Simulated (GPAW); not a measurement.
**F K ELNES/XANES of KMnF3 (Pm-3m) from DFT**

What does one-electron theory with a core hole give for the F K edge of KMnF3 (Pm-3m)?

Method: X-ray absorption from dipole matrix elements to empty bands, plane-wave PAW LDA+U, in GPAW 26.7.0.

### 1. Starting point

Symmetry: Pm-3m, No. 221, cubic system. Conventional cell: a = 4.189 Å, b = 4.189 Å, c = 4.189 Å, α = 90.00°, β = 90.00°, γ = 90.00°. Mn has 6 F at 2.09 Å nearest. K has 12 F at 2.96 Å nearest. Nearest to F lie 2 Mn at 2.09 Å and 4 K at 2.96 Å. Farther neighbours and most contacts between anions are not listed.

Structure file:

```xyz
10
Lattice="4.1893 4.1893 0.0000 0.0000 4.1893 4.1893 4.1893 0.0000 4.1893" Properties=species:S:1:pos:R:3 pbc="T T T"
Mn    0.0000    0.0000    0.0000
Mn    4.1893    4.1893    4.1893
K     2.0947    2.0947    2.0947
K     6.2840    6.2840    6.2840
F     4.1893    4.1893    2.0947
F     4.1893    4.1893    6.2840
F     4.1893    2.0947    4.1893
F     4.1893    6.2840    4.1893
F     2.0947    4.1893    4.1893
F     6.2840    4.1893    4.1893
```

### 2. The field without a hole

A plain self-consistent run shows whether there is a gap and which moments survive; both decide the set-up of the core-hole run.

scf.py

```python
import numpy as np
from ase import Atoms
from ase.parallel import parprint, paropen
from gpaw import GPAW, PW, FermiDirac, Mixer, MixerDif, setup_paths
from gpaw.test import gen
setup_paths.insert(0, '.')
gen('F', name='nch1s', xcname='LDA', corehole=(1, 0, 0), write_xml=True)
from gpaw.mpi import world
world.barrier()

atoms = Atoms('Mn2K2F6',
    cell=[[4.1893, 4.1893, 0],
     [0, 4.1893, 4.1893],
     [4.1893, 0, 4.1893]],
    scaled_positions=[[0, 0, 0],
     [0.5, 0.5, 0.5],
     [0.25, 0.25, 0.25],
     [0.75, 0.75, 0.75],
     [0.75, 0.25, 0.25],
     [0.25, 0.75, 0.75],
     [0.25, 0.25, 0.75],
     [0.75, 0.75, 0.25],
     [0.25, 0.75, 0.25],
     [0.75, 0.25, 0.75]],
    magmoms=[4.0, -4.0, 0.0, 0.0, 0.0, 0.0, 0.0, 0.0, 0.0, 0.0],
    pbc=True)
atoms.calc = calc = GPAW(legacy_gpaw=True, mode=PW(500, force_complex_dtype=True), xc='LDA', setups={'Mn': ':d,4', 4: 'nch1s'},
    kpts={'size': (3, 3, 3), 'gamma': True}, occupations=FermiDirac(0.05),
    charge=0, mixer=MixerDif(0.05, 8, 50), maxiter=150,
    convergence={'density': 0.0001, 'eigenstates': 1e-6}, txt='scf.txt')
energy = atoms.get_potential_energy() + calc.get_reference_energy()
ef = calc.get_fermi_level()
out = dict(energy=energy, fermi=ef, forces=atoms.get_forces().tolist(), magmoms=atoms.get_magnetic_moments().tolist())
parprint(f'all-electron energy {energy:.4f} eV, Fermi level {ef:.4f} eV')
ev = np.array([[calc.get_eigenvalues(k, s) for k in range(len(calc.get_ibz_k_points()))] for s in range(calc.get_number_of_spins())])
out['homo'], out['lumo'], out['counts'] = ev[ev < ef].max(), ev[ev > ef].min(), sorted(set((ev < ef).sum((0, 2)).tolist()))
out['filled'] = (ev[:, 0] < ef).sum(1).tolist()
import json
with paropen('out.json', 'w') as f:
    json.dump(out, f)
```

On the command line:

```bash
> OMP_NUM_THREADS=1 mpirun -n 4 gpaw python scf.py
```

Numbers of over 12 decimals in the logs are rounded to 6 here.

The program printed:

```text
Input parameters:
  convergence: {density: 0.0001,
                eigenstates: 1e-06}
  kpts: {gamma: True,
         size: (3, 3, 3)}
  maxiter: 150
  mixer: {backend: pulay,
          beta: 0.05,
          method: difference,
          nmaxold: 8,
          weight: 50}
  mode: {ecut: 500.0,
         force_complex_dtype: True,
         name: pw}
  occupations: {fixmagmom: False,
                name: fermi-dirac,
                width: 0.05}
  setups: {4: nch1s,
           Mn: :d,4}

Initialize ...

[... PAW data sets ...]

Reference energy: -111786.036669  # eV

Spin-polarized calculation.
Initial magnetic moment: 0.000000

[... convergence settings ...]
Symmetries present (total): 8
  [... symmetry matrices ...]

27 k-points: 3 x 3 x 3 Monkhorst-Pack grid
6 k-points in the irreducible part of the Brillouin zone
       k-points in crystal coordinates                weights
   0:     0.00000000    0.00000000    0.00000000          1/27
   1:     0.00000000    0.33333333    0.33333333          2/27
   2:     0.33333333   -0.33333333   -0.33333333          4/27
   3:     0.33333333    0.33333333   -0.33333333          8/27
   4:     0.33333333    0.33333333    0.00000000          4/27
   5:     0.33333333    0.33333333    0.33333333          8/27

Wave functions: Plane wave expansion
  Cutoff energy: 500.000 eV
  Number of coefficients (min, max): 3711, 3765
  Pulay-stress correction: 0.000000 eV/Ang^3 (de/decut=0.000000)
  Using FFTW library
  Wavefunction extrapolation:
    Improved wavefunction reuse through dual PAW basis

Occupation numbers: Fermi-Dirac:
  width: 0.0500  # eV

Eigensolver
   Davidson(niter=2)

Densities:
  Coarse grid: 32*32*32 grid
  Fine grid: 64*64*64 grid
  Total Charge: 0.000000

Density mixing:
  Method: difference
  Backend: pulay
  Linear mixing parameter: 0.05
  old densities: 8
  Width of damping distribution: 1.1
  Damping of long wavelength oscillations: 50

[... Hamiltonian set-up ...]
Number of atoms: 10
Number of atomic orbitals: 60
Number of bands in calculation: 58
Number of valence electrons: 90
Bands to converge: occupied

... initialized

Initializing position-dependent things.

Density initialized from atomic densities
Creating initial wave functions:
  58 bands from LCAO basis set

                          K
                    F
                     F

               F    Mn   F
                  F
                    F
             K

       Mn

Atomic positions and initial magnetic moments

Positions:
   0 Mn     0.000000    0.000000    0.000000    ( 0.0000,  0.0000,  4.0000)
   1 Mn     4.189300    4.189300    4.189300    ( 0.0000,  0.0000, -4.0000)
   2 K      2.094650    2.094650    2.094650    ( 0.0000,  0.0000,  0.0000)
   3 K      6.283950    6.283950    6.283950    ( 0.0000,  0.0000,  0.0000)
   4 F      4.189300    4.189300    2.094650    ( 0.0000,  0.0000,  0.0000)
   5 F      4.189300    4.189300    6.283950    ( 0.0000,  0.0000,  0.0000)
   6 F      4.189300    2.094650    4.189300    ( 0.0000,  0.0000,  0.0000)
   7 F      4.189300    6.283950    4.189300    ( 0.0000,  0.0000,  0.0000)
   8 F      2.094650    4.189300    4.189300    ( 0.0000,  0.0000,  0.0000)
   9 F      6.283950    4.189300    4.189300    ( 0.0000,  0.0000,  0.0000)

Unit cell:
           periodic     x           y           z      points  spacing
  1. axis:    yes    4.189300    4.189300    0.000000    32     0.1512
  2. axis:    yes    0.000000    4.189300    4.189300    32     0.1512
  3. axis:    yes    4.189300    0.000000    4.189300    32     0.1512

  Lengths:   5.924565   5.924565   5.924565
  Angles:   60.000000  60.000000  60.000000

Effective grid spacing dv^(1/3) = 0.1649

iter:   1   -62.970812                   -0.0000
iter:   2   -63.346596   -1.11  -1.29    +0.0000
iter:   3   -61.584898   -0.81  -1.33    +0.0000
iter:   4   -61.571753   -2.05  -1.59    +0.0000
iter:   5   -61.728805   -1.53  -1.65    +0.0000
iter:   6   -61.647741   -1.47  -2.04    -0.0000
iter:   7   -61.532226   -2.64  -2.11    +0.0000
iter:   8   -61.529754   -2.37  -2.47    +0.0000
iter:   9   -61.528645c  -3.96  -2.84    +0.0000
iter:  10   -61.524706c  -3.44  -3.01    -0.0000
iter:  11   -61.524885c  -4.65  -3.68    -0.0000
iter:  12   -61.524707c  -4.96  -3.56    -0.0000
iter:  13   -61.524737c  -4.95  -4.06c   -0.0000
iter:  14   -61.524718c  -6.26c -4.01c   -0.0000

Converged after 14 iterations.

Dipole moment: (-0.000000, -0.000000, -0.000000) |e|*Ang

Total magnetic moment: (0.000000, 0.000000, -0.000000)
Local magnetic moments:
   0 Mn ( 0.000000,  0.000000,  4.513659)
   1 Mn ( 0.000000,  0.000000, -4.513659)
   2 K  ( 0.000000,  0.000000, -0.000000)
   3 K  ( 0.000000,  0.000000, -0.000000)
   4 F  ( 0.000000,  0.000000, -0.000000)
   5 F  ( 0.000000,  0.000000, -0.000000)
   6 F  ( 0.000000,  0.000000,  0.000000)
   7 F  ( 0.000000,  0.000000,  0.000000)
   8 F  ( 0.000000,  0.000000,  0.000000)
   9 F  ( 0.000000,  0.000000,  0.000000)

Energy contributions relative to reference atoms: (reference = -111786.036669)

Kinetic:        +72.763573
Potential:      -63.003563
External:        +0.000000
XC:             -71.261518
Entropy (-ST):   -0.000000
Local:           -0.023209
SIC:             +0.000000
--------------------------
Free energy:    -61.524718
Extrapolated:   -61.524718

Spin contamination: 4.814478 electrons
Showing only first 2 kpts
                      Up                     Down
 Kpt  Band  Eigenvalues  Occupancy  Eigenvalues  Occupancy
  0    43      1.88616    1.00000      1.88616    1.00000
  0    44      1.88616    1.00000      1.88616    1.00000
  0    45      5.57948    0.00000      5.57948    0.00000
  0    46      8.06394    0.00000      8.06394    0.00000

  1    43      1.73178    1.00000      1.73178    1.00000
  1    44      1.88845    1.00000      1.88845    1.00000
  1    45      7.07280    0.00000      7.07280    0.00000
  1    46      8.10570    0.00000      8.10570    0.00000

Fermi level: 3.67916

Gap: 3.627 eV
Transition (v -> c):
  (s=0, k=5, n=44, [0.33, 0.33, 0.33]) -> (s=1, k=0, n=45, [0.00, 0.00, 0.00])
Direct/indirect transitions are different
Direct gap: 3.693 eV
Transition at: (s=0->1, k=0, n=44, [0.00, 0.00, 0.00])

Forces in eV/Ang:
  0 Mn    0.00000   -0.00000    0.00000
  1 Mn    0.00000    0.00000   -0.00000
  2 K     0.00000    0.00000   -0.00000
  3 K     0.00000    0.00000   -0.00000
  4 F     0.00000    0.00000   -0.00001
  5 F    -0.00000   -0.00000    0.00001
  6 F    -0.00000    0.00000   -0.00000
  7 F    -0.00000   -0.00000   -0.00000
  8 F     0.00000   -0.00000   -0.00000
  9 F    -0.00000   -0.00000   -0.00000
Scalar-relativistic atomic LDA calculation for F (Fluorine, Z=9)
Core hole in 1s state (1s occupation: 2.0)
300 radial gridpoints.
|------------------------------------------------|
|------------------------------------------------|
[... the atom generator's iteration count ...]

Energy contributions:
-------------------------
Kinetic:      +98.924702
XC:            -9.628727
Potential:   -188.480882
-------------------------
Total:        -99.184907

state      eigenvalue         ekin         rmax
-----------------------------------------------
1s^2.0 :   -24.213779    36.855229        0.115
2s^2.0 :    -1.089490     4.159703        0.767
2p^5.0 :    -0.415007     3.378968        0.703
-----------------------------------------------
(units: Bohr and Hartree)

Generating PAW setup
Kinetic energy of the core from tauc = 73.784289
Cutoffs:
rc(s)=1.200
rc(p)=1.200
rc(d)=1.200
rc(vbar)=1.080
rc(comp)=1.200
rc(nct)=1.200

Kinetic energy of the core states: 73.710458
Charge: 0.0
Core electrons: 2.0
Valence electrons: 7.0
Pseudo-core charge: 0.000387
Shape function alpha=6.944
Pseudo-electron charge 6.013308
state    eigenvalue         norm
--------------------------------
2s(2) :    -1.089490     1.062936
*s    :    -0.089490
2p(5) :    -0.415007     0.777410
*p    :     0.584993
*d    :     0.000000
--------------------------------

Diagonalizing with gridspacing h=0.050

state   all-electron     PAW
-------------------------------
2s:      -1.089490    -1.091166
2p:      -0.415007    -0.417133
*d:                    0.051257
*f:                    0.077758
-------------------------------
all-electron energy -111847.5614 eV, Fermi level 3.6792 eV
```

Elapsed: 17 s, on 4 MPI ranks of Intel Xeon Platinum 8375C at 2.90GHz (Ice Lake), shared host; peak memory 0.27 GiB; 67 s of CPU time.

The mesh shows a gap of 3.63 eV, so the hole is first treated in a charged cell, without the excited electron.

Site moments (μB): 4.51, -4.51, 0.00, 0.00, 0.00, 0.00, 0.00, 0.00, 0.00, 0.00.

### 3. Reference energy of the cell

The photon energy needs a difference of total energies, so the cell and mesh of the coming hole run are first run without a hole.

scf.py, as its differences from that of step 2:

```diff
@@ -27,3 +27,3 @@
 atoms.calc = calc = GPAW(legacy_gpaw=True, mode=PW(500, force_complex_dtype=True), xc='LDA', setups={'Mn': ':d,4', 4: 'nch1s'},
-    kpts={'size': (3, 3, 3), 'gamma': True}, occupations=FermiDirac(0.05),
+    kpts={'size': (4, 4, 4), 'gamma': True}, occupations=FermiDirac(0.02),
     charge=0, mixer=MixerDif(0.05, 8, 50), maxiter=150,
```

The program printed:

```text
Input parameters:
  convergence: {density: 0.0001,
                eigenstates: 1e-06}
  kpts: {gamma: True,
         size: (4, 4, 4)}
  maxiter: 150
  mixer: {backend: pulay,
          beta: 0.05,
          method: difference,
          nmaxold: 8,
          weight: 50}
  mode: {ecut: 500.0,
         force_complex_dtype: True,
         name: pw}
  occupations: {fixmagmom: False,
                name: fermi-dirac,
[...]
2s(2) :    -1.089490     1.062936
*s    :    -0.089490
2p(5) :    -0.415007     0.777410
*p    :     0.584993
*d    :     0.000000
--------------------------------

Diagonalizing with gridspacing h=0.050

state   all-electron     PAW
-------------------------------
2s:      -1.089490    -1.091166
2p:      -0.415007    -0.417133
*d:                    0.051257
*f:                    0.077758
-------------------------------
all-electron energy -111847.5450 eV, Fermi level 3.0897 eV
[key lines of the parts left out:]
Converged after 14 iterations.
Dipole moment: (-0.000000, -0.000000, -0.000000) |e|*Ang
Free energy:    -61.508295
Fermi level: 3.08965
```

Run time: 32 s. Hardware: 4 MPI ranks; peak memory 0.36 GiB.

Reference energy: -111847.545 eV with the cores included.

[end of part 1 of 2]

[Banner, clock and machine lines of the logs are left out without a mark of their own.]

[Logs are printed without paths, hosts, clocks, repeated set-up lines and the standing remarks that a program may print on its own settings, such as how far it seeks lower states.]

[Hosts, paths, dates, database ids (printed as entryN), source tags and the programs' standing remarks are cut or masked in the printed files.]

[Lists of maxima count a maximum above −3 eV only where it reaches 4 % of the highest in the window and stands out from its surroundings by 2 % of it (1.5 % where it reaches 55 %); shoulders and weaker maxima are passed over, and of the rest the first, up to two pre-edge ones and the few strongest are named.]
